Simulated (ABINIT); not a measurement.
# BaLiCl3 (Pm-3m): Raman and infrared activity

Which lines does BaLiCl3 (Pm-3m) show in Raman and infrared spectra?

Main program and level: ABINIT 10.8.3; DFT LDA, scalar-relativistic, plane waves, PseudoDojo norm-conserving pseudopotentials.

The structure was built from a prototype and need not be the compound's stable phase.

## (1) The structure

The structure is cubic, space group Pm-3m (No. 221). Conventional cell: a = 4.195 Å, b = 4.195 Å, c = 4.195 Å, α = 90.00°, β = 90.00°, γ = 90.00°. Ba has 12 Cl at 2.97 Å nearest. Li has 6 Cl at 2.10 Å nearest. Nearest to Cl lie 2 Li at 2.10 Å and 4 Ba at 2.97 Å. Farther neighbours and most contacts between anions are not listed.

## (2) A probe with smearing

A first run with smearing and empty bands tells whether the crystal has a gap, which decides between fixed occupations and smearing later on.

The input, probe.abi:

```
# ground state
tolvrs 1.0d-08
prtden 1
prtwf 1

# basis, mesh and filling
ecut 33.0
ngkpt 4 4 4
nshiftk 1
shiftk 0.0 0.0 0.0
istwfk *1
occopt 7
tsmear 0.005
nband 25
nstep 100
diemac 9.0
prtebands 0
prtgsr 0

# cell and atoms
acell 3*1.0 Angstrom
rprim 
    4.19539 0.0 0.0
    0.0 4.19539 0.0
    0.0 0.0 4.19539
ntypat 3
znucl 56 3 17
natom 5
typat 1 2 3 3 3
xred 
    0.0 0.0 0.0
    0.5 0.5 0.5
    0.0 0.5 0.5
    0.5 0.5 0.0
    0.5 0.0 0.5
pp_dirpath "./pseudo"
pseudos "Ba.upf, Li.upf, Cl.upf"
```

Launch:

```console
$ OMP_NUM_THREADS=1 mpirun -n 4 abinit probe.abi > probe.log
```

Numbers of over 12 decimals in the logs are rounded to 6 here.

probe.abo, the main output file:

```text
[banners, grids, parts of the stress and lines that vanish by symmetry left out]
- input  file    -> probe.abi
- output file    -> probe.abo
- root for input  files -> probei
[...]
Symmetries : space group Pm -3 m (#221); Bravais cP (primitive cubic)
[...]
mpw =        4632          nfft =       91125          nkpt =          10
[...]
== DATASET  1 ==================================================================
[...]
cutoff_energies: {ecut:  33.0, pawecutdg:  -1.0, }
[...]
ETOT  1  -84.766324805545    -8.477E+01 4.230E-02 1.358E+02
 ETOT  2  -84.809032533286    -4.271E-02 9.663E-03 6.071E+00
 ETOT  3  -84.810349796589    -1.317E-03 1.018E-03 5.358E-01
 ETOT  4  -84.810406304259    -5.651E-05 1.201E-03 1.386E-03
 ETOT  5  -84.810406413284    -1.090E-07 2.410E-04 5.903E-06
 ETOT  6  -84.810406413789    -5.055E-10 2.853E-04 1.945E-07
 ETOT  7  -84.810406413807    -1.786E-11 1.318E-04 6.535E-10
 At SCF step    7       vres2   =  6.54E-10 < tolvrs=  1.00E-08 =>converged.
[...]
sigma(1 1)= -1.21566012E-03  sigma(3 2)=  0.00000000E+00
  sigma(2 2)= -1.21566012E-03  sigma(3 1)=  0.00000000E+00
  sigma(3 3)= -1.21566012E-03  sigma(2 1)=  0.00000000E+00
[...]
convergence: {deltae: -1.786E-11, res2:  6.535E-10, residm:  1.318E-04, diffor: null, }
etotal    :  -8.48104064E+01
[...]
sigma(1 1)= -1.21566012E-03  sigma(3 2)=  0.00000000E+00
  sigma(2 2)= -1.21566012E-03  sigma(3 1)=  0.00000000E+00
  sigma(3 3)= -1.21566012E-03  sigma(2 1)=  0.00000000E+00
[...]
- sigma(1 1)= -3.57659557E+01  sigma(3 2)=  0.00000000E+00
- sigma(2 2)= -3.57659557E+01  sigma(3 1)=  0.00000000E+00
- sigma(3 3)= -3.57659557E+01  sigma(2 1)=  0.00000000E+00
[...]
fcart     -0.0000000000E+00 -0.0000000000E+00 -0.0000000000E+00
           strten     -1.2156601243E-03 -1.2156601243E-03 -1.2156601243E-03
================================================================================

[key lines of the parts left out:]
pressure_GPa:   3.5766E+01
```

The job ended after 14 s (4 MPI ranks of Arm Neoverse V1, shared host; 54 s of CPU time).

Numbers from this step:

| Item | Value |
| --- | --- |
| volume per atom | 14.77 Å³ |
| pressure | 35.77 GPa |
| gap on the k-mesh | 3.223 eV |

A gap of 3.2 eV opens on this mesh, so the crystal is taken as an insulator; the printed pressure holds the stress of the finite basis too.

## (3) Rough relaxation

The typed start is rough, so a first relaxation with smearing and loose thresholds takes it towards rest cheaply.

The input, prerelax.abi:

```
# relaxation
ionmov 2
optcell 2
dilatmx 1.15
chkdilatmx 0
ntime 40
tolmxf 3.0d-04
tolvrs 1.0d-10
prtwf 0
prtden 0
chksymtnons 0

# basis, mesh and filling
ecut 33.0
ecutsm 3.0
ngkpt 4 4 4
nshiftk 1
shiftk 0.0 0.0 0.0
istwfk *1
occopt 7
tsmear 0.005
nband 25
nstep 100
diemac 9.0
prtebands 0
prtgsr 0

# cell and atoms
acell 3*1.0 Angstrom
rprim 
    4.19539 0.0 0.0
    0.0 4.19539 0.0
    0.0 0.0 4.19539
ntypat 3
znucl 56 3 17
natom 5
typat 1 2 3 3 3
xred 
    0.0 0.0 0.0
    0.5 0.5 0.5
    0.0 0.5 0.5
    0.5 0.5 0.0
    0.5 0.0 0.5
pp_dirpath "./pseudo"
pseudos "Ba.upf, Li.upf, Cl.upf"
```

Launch:

```console
$ OMP_NUM_THREADS=1 mpirun -n 4 abinit prerelax.abi > prerelax.log
```

prerelax.abo, the main output file:

```text
[banners, grids, parts of the stress and lines that vanish by symmetry left out]
- input  file    -> prerelax.abi
- output file    -> prerelax.abo
- root for input  files -> prerelaxi
[...]
Symmetries : space group Pm -3 m (#221); Bravais cP (primitive cubic)
[...]
mpw =        6886          nfft =      110592          nkpt =          10
[...]
== DATASET  1 ==================================================================
[...]
cutoff_energies: {ecut:  33.0, pawecutdg:  -1.0, }
[...]
ETOT  1  -84.760983113113    -8.476E+01 4.098E-02 1.612E+02
 ETOT  2  -84.808838686600    -4.786E-02 1.129E-02 7.737E+00
 ETOT  3  -84.810205603552    -1.367E-03 1.819E-03 7.267E-01
 ETOT  4  -84.810265723241    -6.012E-05 8.406E-04 7.563E-04
 ETOT  5  -84.810265790714    -6.747E-08 7.423E-04 9.667E-06
[...]
At SCF step    8       vres2   =  3.95E-12 < tolvrs=  1.00E-10 =>converged.
[...]
ETOT  7  -84.902874631631     1.847E-13 2.007E-10 6.513E-11
 At SCF step    7       vres2   =  6.51E-11 < tolvrs=  1.00E-10 =>converged.
[...]
sigma(1 1)= -1.55429260E-07  sigma(3 2)=  0.00000000E+00
  sigma(2 2)= -1.55429260E-07  sigma(3 1)=  0.00000000E+00
  sigma(3 3)= -1.55429260E-07  sigma(2 1)=  0.00000000E+00
[...]
convergence: {deltae:  1.847E-13, res2:  6.513E-11, residm:  2.007E-10, diffor: null, }
etotal    :  -8.49028746E+01
[...]
At Broyd/MD step   6, gradients are converged :
[...]
sigma(1 1)= -1.55429260E-07  sigma(3 2)=  0.00000000E+00
  sigma(2 2)= -1.55429260E-07  sigma(3 1)=  0.00000000E+00
  sigma(3 3)= -1.55429260E-07  sigma(2 1)=  0.00000000E+00
[...]
- sigma(1 1)= -4.57288672E-03  sigma(3 2)=  0.00000000E+00
- sigma(2 2)= -4.57288672E-03  sigma(3 1)=  0.00000000E+00
- sigma(3 3)= -4.57288672E-03  sigma(2 1)=  0.00000000E+00
[...]
fcart     -0.0000000000E+00 -0.0000000000E+00 -0.0000000000E+00
           strten     -1.5542926041E-07 -1.5542926041E-07 -1.5542926041E-07
================================================================================

[key lines of the parts left out:]
pressure_GPa:   4.5729E-03
Total energy (etotal) [Ha]= -8.49028746316313E+01
```

Wall time 91 s (4 MPI ranks).

Step by step:

```csv
step,energy less that of the first step (eV),largest force (eV/Å),volume (Å³)
1,0.0000,0.0000,73.84
2,-1.4159,0.0000,82.24
3,-2.4011,0.0000,96.35
4,-2.5109,0.0000,102.46
5,-2.5199,0.0000,104.70
6,-2.5200,0.0000,104.99
```

```csv
cell as run,before,after,change
a (Å),4.195,4.717,+12.4 %
b (Å),4.195,4.717,+12.4 %
c (Å),4.195,4.717,+12.4 %
volume (Å³/atom),14.77,21.00,+42.2 %
```

Final coordinates:

```xyz
5
Lattice="4.7175 0.0000 0.0000 0.0000 4.7175 0.0000 0.0000 0.0000 4.7175" Properties=species:S:1:pos:R:3 pbc="T T T"
Ba    0.0000    0.0000    0.0000
Li    2.3587    2.3587    2.3587
Cl    0.0000    2.3587    2.3587
Cl    2.3587    2.3587    0.0000
Cl    2.3587    0.0000    2.3587
```

Read from the output:

- volume per atom: 21.00 Å³
- pressure: 0.004573 GPa
- gap on the k-mesh: 3.981 eV

The volume changes by +42.2 % in this run and stands +42.2 % from the first cell.

## (4) Rough relaxation

The cell changed much, so the rough relaxation is repeated on a basis made for the new cell.

Edit prerelax.abi of step 3 so:

```diff
@@ -30,5 +30,5 @@
 rprim 
-    4.19539 0.0 0.0
-    0.0 4.19539 0.0
-    0.0 0.0 4.19539
+    4.717486322 0.0 0.0
+    0.0 4.717486322 0.0
+    0.0 0.0 4.717486322
 ntypat 3
```

prerelax.abo, the main output file:

```text
[banners, grids, parts of the stress and lines that vanish by symmetry left out]
- input  file    -> prerelax.abi
- output file    -> prerelax.abo
- root for input  files -> prerelaxi
[...]
Symmetries : space group Pm -3 m (#221); Bravais cP (primitive cubic)
[...]
mpw =        9808          nfft =      157464          nkpt =          10
[...]
== DATASET  1 ==================================================================
[...]
cutoff_energies: {ecut:  33.0, pawecutdg:  -1.0, }
[...]
ETOT  1  -84.853261746753    -8.485E+01 3.592E-02 2.578E+02
 ETOT  2  -84.900384439515    -4.712E-02 2.995E-03 1.544E+01
 ETOT  3  -84.902628550104    -2.244E-03 8.105E-04 4.021E+00
 ETOT  4  -84.902874156611    -2.456E-04 5.143E-04 9.989E-03
 ETOT  5  -84.902874614335    -4.577E-07 1.454E-04 1.288E-04
 ETOT  6  -84.902874620617    -6.282E-09 1.108E-04 4.517E-06
 ETOT  7  -84.902874620829    -2.122E-10 1.029E-04 3.635E-08
 ETOT  8  -84.902874620830    -1.464E-12 7.911E-05 3.507E-10
 ETOT  9  -84.902874620828     2.103E-12 6.927E-05 5.339E-12
 At SCF step    9       vres2   =  5.34E-12 < tolvrs=  1.00E-10 =>converged.
[...]
sigma(1 1)= -1.55739586E-07  sigma(3 2)=  0.00000000E+00
  sigma(2 2)= -1.55739586E-07  sigma(3 1)=  0.00000000E+00
  sigma(3 3)= -1.55739586E-07  sigma(2 1)=  0.00000000E+00
[...]
convergence: {deltae:  2.103E-12, res2:  5.339E-12, residm:  6.927E-05, diffor: null, }
etotal    :  -8.49028746E+01
[...]
At Broyd/MD step   1, gradients are converged :
[...]
sigma(1 1)= -1.55739586E-07  sigma(3 2)=  0.00000000E+00
  sigma(2 2)= -1.55739586E-07  sigma(3 1)=  0.00000000E+00
  sigma(3 3)= -1.55739586E-07  sigma(2 1)=  0.00000000E+00
[...]
- sigma(1 1)= -4.58201682E-03  sigma(3 2)=  0.00000000E+00
- sigma(2 2)= -4.58201682E-03  sigma(3 1)=  0.00000000E+00
- sigma(3 3)= -4.58201682E-03  sigma(2 1)=  0.00000000E+00
[...]
fcart     -0.0000000000E+00 -0.0000000000E+00 -0.0000000000E+00
           strten     -1.5573958633E-07 -1.5573958633E-07 -1.5573958633E-07
================================================================================

[key lines of the parts left out:]
pressure_GPa:   4.5820E-03
Total energy (etotal) [Ha]= -8.49028746208281E+01
```

Elapsed: 28 s, on 4 MPI ranks.

Little changed from the start: no atom moved by 0.005 Å and no cell edge by 0.1 %.

Numbers from this step:

```
pressure : 0.004582 GPa
```

The volume changes by +0.0 % in this run and stands +42.2 % from the first cell.

## (5) Relaxation

The harmonic expansion needs vanishing forces, and a free crystal bears no stress, so cell and atoms are brought to rest. Stress is more sensitive to the basis than forces are: the last 3 Ha under the cutoff are smoothed with ecutsm, and the cutoff is raised above that of the later runs.

The input, relax.abi:

```
# relaxation
ionmov 2
optcell 2
dilatmx 1.08
ntime 40
tolmxf 1.0d-05
tolvrs 1.0d-14
prtwf 0
prtden 0
chksymtnons 0

# basis, mesh and filling
ecut 41.0
ecutsm 3.0
ngkpt 4 4 4
nshiftk 1
shiftk 0.0 0.0 0.0
istwfk *1
occopt 1
nband 17
nstep 100
diemac 9.0
prtebands 0
prtgsr 0

# cell and atoms
acell 3*1.0 Angstrom
rprim 
    4.717486325 0.0 0.0
    0.0 4.717486325 0.0
    0.0 0.0 4.717486325
ntypat 3
znucl 56 3 17
natom 5
typat 1 2 3 3 3
xred 
    0.0 0.0 0.0
    0.5 0.5 0.5
    0.0 0.5 0.5
    0.5 0.5 0.0
    0.5 0.0 0.5
pp_dirpath "./pseudo"
pseudos "Ba.upf, Li.upf, Cl.upf"
```

Launch:

```console
$ OMP_NUM_THREADS=1 mpirun -n 4 abinit relax.abi > relax.log
```

relax.abo, the main output file:

```text
[banners, grids, parts of the stress and lines that vanish by symmetry left out]
- input  file    -> relax.abi
- output file    -> relax.abo
- root for input  files -> relaxi
[...]
Symmetries : space group Pm -3 m (#221); Bravais cP (primitive cubic)
[...]
mpw =       11240          nfft =      216000          nkpt =          10
[...]
== DATASET  1 ==================================================================
[...]
cutoff_energies: {ecut:  41.0, pawecutdg:  -1.0, }
[...]
ETOT  1  -84.825651620160    -8.483E+01 6.771E-02 2.417E+02
 ETOT  2  -84.901953221427    -7.630E-02 5.896E-06 2.294E+01
 ETOT  3  -84.902854777529    -9.016E-04 3.599E-06 6.221E+00
 ETOT  4  -84.903100245607    -2.455E-04 8.016E-06 2.665E-01
 ETOT  5  -84.903114096083    -1.385E-05 5.636E-07 1.915E-02
[...]
At SCF step   11       vres2   =  3.41E-15 < tolvrs=  1.00E-14 =>converged.
[...]
sigma(1 1)= -1.18422047E-07  sigma(3 2)=  0.00000000E+00
  sigma(2 2)= -1.18422047E-07  sigma(3 1)=  0.00000000E+00
  sigma(3 3)= -1.18422047E-07  sigma(2 1)=  0.00000000E+00
[...]
convergence: {deltae: -3.396E-12, res2:  3.405E-15, residm:  4.392E-19, diffor: null, }
etotal    :  -8.49031149E+01
[...]
ETOT  1  -84.903114881901    -8.490E+01 1.860E-13 4.220E-06
[...]
At SCF step    7       vres2   =  2.21E-15 < tolvrs=  1.00E-14 =>converged.
[...]
sigma(1 1)= -1.01898048E-07  sigma(3 2)=  0.00000000E+00
  sigma(2 2)= -1.01898048E-07  sigma(3 1)=  0.00000000E+00
  sigma(3 3)= -1.01898048E-07  sigma(2 1)=  0.00000000E+00
[...]
convergence: {deltae:  1.762E-12, res2:  2.208E-15, residm:  1.341E-19, diffor: null, }
etotal    :  -8.49031149E+01
[...]
ETOT  1  -84.903114873089    -8.490E+01 1.816E-12 1.605E-04
[...]
ETOT  7  -84.903114884614    -1.620E-12 5.199E-18 8.360E-14
 ETOT  8  -84.903114884612     2.302E-12 6.996E-20 4.528E-16
 At SCF step    8       vres2   =  4.53E-16 < tolvrs=  1.00E-14 =>converged.
[...]
sigma(1 1)= -1.88427919E-11  sigma(3 2)=  0.00000000E+00
  sigma(2 2)= -1.88427889E-11  sigma(3 1)=  0.00000000E+00
  sigma(3 3)= -1.88427949E-11  sigma(2 1)=  0.00000000E+00
[...]
convergence: {deltae:  2.302E-12, res2:  4.528E-16, residm:  6.996E-20, diffor: null, }
etotal    :  -8.49031149E+01
[...]
At Broyd/MD step   3, gradients are converged :
[...]
sigma(1 1)= -1.88427919E-11  sigma(3 2)=  0.00000000E+00
  sigma(2 2)= -1.88427889E-11  sigma(3 1)=  0.00000000E+00
  sigma(3 3)= -1.88427949E-11  sigma(2 1)=  0.00000000E+00
[...]
- sigma(1 1)= -5.54374078E-07  sigma(3 2)=  0.00000000E+00
- sigma(2 2)= -5.54373988E-07  sigma(3 1)=  0.00000000E+00
- sigma(3 3)= -5.54374167E-07  sigma(2 1)=  0.00000000E+00
[...]
fcart     -0.0000000000E+00 -0.0000000000E+00 -0.0000000000E+00
           strten     -1.8842791910E-11 -1.8842788874E-11 -1.8842794946E-11
================================================================================

[key lines of the parts left out:]
pressure_GPa:   5.5437E-07
Total energy (etotal) [Ha]= -8.49031148846120E+01
```

Wall time 62 s (4 MPI ranks); 4.1 min of CPU time.

Little changed from the start: no atom moved by 0.005 Å and no cell edge by 0.1 %.

This step gave:

| Property | Result |
| --- | --- |
| pressure | 5.54e-7 GPa |

The volume changes by +0.0 % in this run and stands +42.2 % from the first cell.

## (6) Ground state

The response is built on these wavefunctions, so the potential is converged far more tightly than an energy would need. The mesh is shifted off Γ, since shifted meshes converge sums over the zone faster.

The input, gs.abi:

```
# ground state
tolvrs 1.0d-16
prtden 1
prtwf 1

# basis, mesh and filling
ecut 33.0
ngkpt 4 4 4
nshiftk 1
shiftk 0.5 0.5 0.5
istwfk *1
occopt 1
nband 17
nstep 100
diemac 9.0
prtebands 0
prtgsr 0

# cell and atoms
acell 3*1.0 Angstrom
rprim 
    4.717606447 0.0 0.0
    0.0 4.717606447 0.0
    0.0 0.0 4.717606447
ntypat 3
znucl 56 3 17
natom 5
typat 1 2 3 3 3
xred 
    0.0 0.0 0.0
    0.5 0.5 0.5
    0.0 0.5 0.5
    0.5 0.5 0.0
    0.5 0.0 0.5
pp_dirpath "./pseudo"
pseudos "Ba.upf, Li.upf, Cl.upf"
```

Launch:

```console
$ OMP_NUM_THREADS=1 mpirun -n 4 abinit gs.abi > gs.log
```

gs.abo, the main output file:

```text
[banners, grids, parts of the stress and lines that vanish by symmetry left out]
- input  file    -> gs.abi
- output file    -> gs.abo
- root for input  files -> gsi
[...]
Symmetries : space group Pm -3 m (#221); Bravais cP (primitive cubic)
[...]
mpw =        6430          nfft =      110592          nkpt =           4
[...]
== DATASET  1 ==================================================================
[...]
cutoff_energies: {ecut:  33.0, pawecutdg:  -1.0, }
[...]
ETOT  1  -84.858860677882    -8.486E+01 2.880E-02 1.682E+02
 ETOT  2  -84.900390339536    -4.153E-02 5.002E-07 1.195E+01
 ETOT  3  -84.902759405063    -2.369E-03 8.213E-06 3.269E+00
 ETOT  4  -84.903018027244    -2.586E-04 5.120E-06 7.783E-03
 ETOT  5  -84.903018787688    -7.604E-07 2.055E-08 5.389E-04
[...]
ETOT 11  -84.903018826731    -3.368E-12 3.769E-20 4.453E-16
 ETOT 12  -84.903018826729     2.032E-12 1.896E-22 2.120E-18
 At SCF step   12       vres2   =  2.12E-18 < tolvrs=  1.00E-16 =>converged.
[...]
sigma(1 1)=  1.98181454E-06  sigma(3 2)=  0.00000000E+00
  sigma(2 2)=  1.98181454E-06  sigma(3 1)=  0.00000000E+00
  sigma(3 3)=  1.98181454E-06  sigma(2 1)=  0.00000000E+00
[...]
convergence: {deltae:  2.032E-12, res2:  2.120E-18, residm:  1.896E-22, diffor: null, }
etotal    :  -8.49030188E+01
[...]
sigma(1 1)=  1.98181454E-06  sigma(3 2)=  0.00000000E+00
  sigma(2 2)=  1.98181454E-06  sigma(3 1)=  0.00000000E+00
  sigma(3 3)=  1.98181454E-06  sigma(2 1)=  0.00000000E+00
[...]
- sigma(1 1)=  5.83069967E-02  sigma(3 2)=  0.00000000E+00
- sigma(2 2)=  5.83069967E-02  sigma(3 1)=  0.00000000E+00
- sigma(3 3)=  5.83069967E-02  sigma(2 1)=  0.00000000E+00
[...]
fcart     -0.0000000000E+00 -0.0000000000E+00 -0.0000000000E+00
           strten      1.9818145374E-06  1.9818145374E-06  1.9818145374E-06
================================================================================

[key lines of the parts left out:]
pressure_GPa:  -5.8307E-02
```

It took 7.3 s on 4 MPI ranks.

This step gave:

```
pressure : -0.05831 GPa
```

The cell stands at -0.058 GPa, close enough for phonons.

## (7) The gap at rest

Empty bands on the ground state's density check that the gap assumed so far is there in this cell.

The input, gap.abi:

```
# empty bands on the ground state's density
iscf -2
getden_filepath "gso_DEN"
tolwfr 1.0d-12
nbdbuf 2
prtwf 0

# basis, mesh and filling
ecut 33.0
ngkpt 4 4 4
nshiftk 1
shiftk 0.0 0.0 0.0
istwfk *1
occopt 1
nband 21
nstep 100
diemac 9.0
prtebands 0
prtgsr 0

# cell and atoms
acell 3*1.0 Angstrom
rprim 
    4.717606447 0.0 0.0
    0.0 4.717606447 0.0
    0.0 0.0 4.717606447
ntypat 3
znucl 56 3 17
natom 5
typat 1 2 3 3 3
xred 
    0.0 0.0 0.0
    0.5 0.5 0.5
    0.0 0.5 0.5
    0.5 0.5 0.0
    0.5 0.0 0.5
pp_dirpath "./pseudo"
pseudos "Ba.upf, Li.upf, Cl.upf"
```

Launch:

```console
$ OMP_NUM_THREADS=1 mpirun -n 4 abinit gap.abi > gap.log
```

gap.abo, the main output file:

```text
[banners, grids, parts of the stress and lines that vanish by symmetry left out]
- input  file    -> gap.abi
- output file    -> gap.abo
- root for input  files -> gapi
[...]
Symmetries : space group Pm -3 m (#221); Bravais cP (primitive cubic)
[...]
mpw =        6488          nfft =      110592          nkpt =          10
[...]
== DATASET  1 ==================================================================
[...]
cutoff_energies: {ecut:  33.0, pawecutdg:  -1.0, }
[...]
-outvars: echo values of variables after computation
            acell      1.8897261259E+00  1.8897261259E+00  1.8897261259E+00 Bohr
================================================================================
```

It took 11 s on 4 MPI ranks; 46 s of CPU time.

In this cell the gap on the mesh is 4.0 eV, indirect (smallest direct 4.0 eV), so fixed occupations hold.

(Continued in part 2 of 2.)

[Host names and launcher messages were left out of these logs when they were recorded.]

[Logs are printed without paths, hosts, clocks, repeated set-up lines and the standing remarks that a program may print on its own settings, such as how far it seeks lower states.]

[Hosts, paths, dates, database ids (printed as entryN), source tags and the programs' standing remarks are cut or masked in the printed files.]
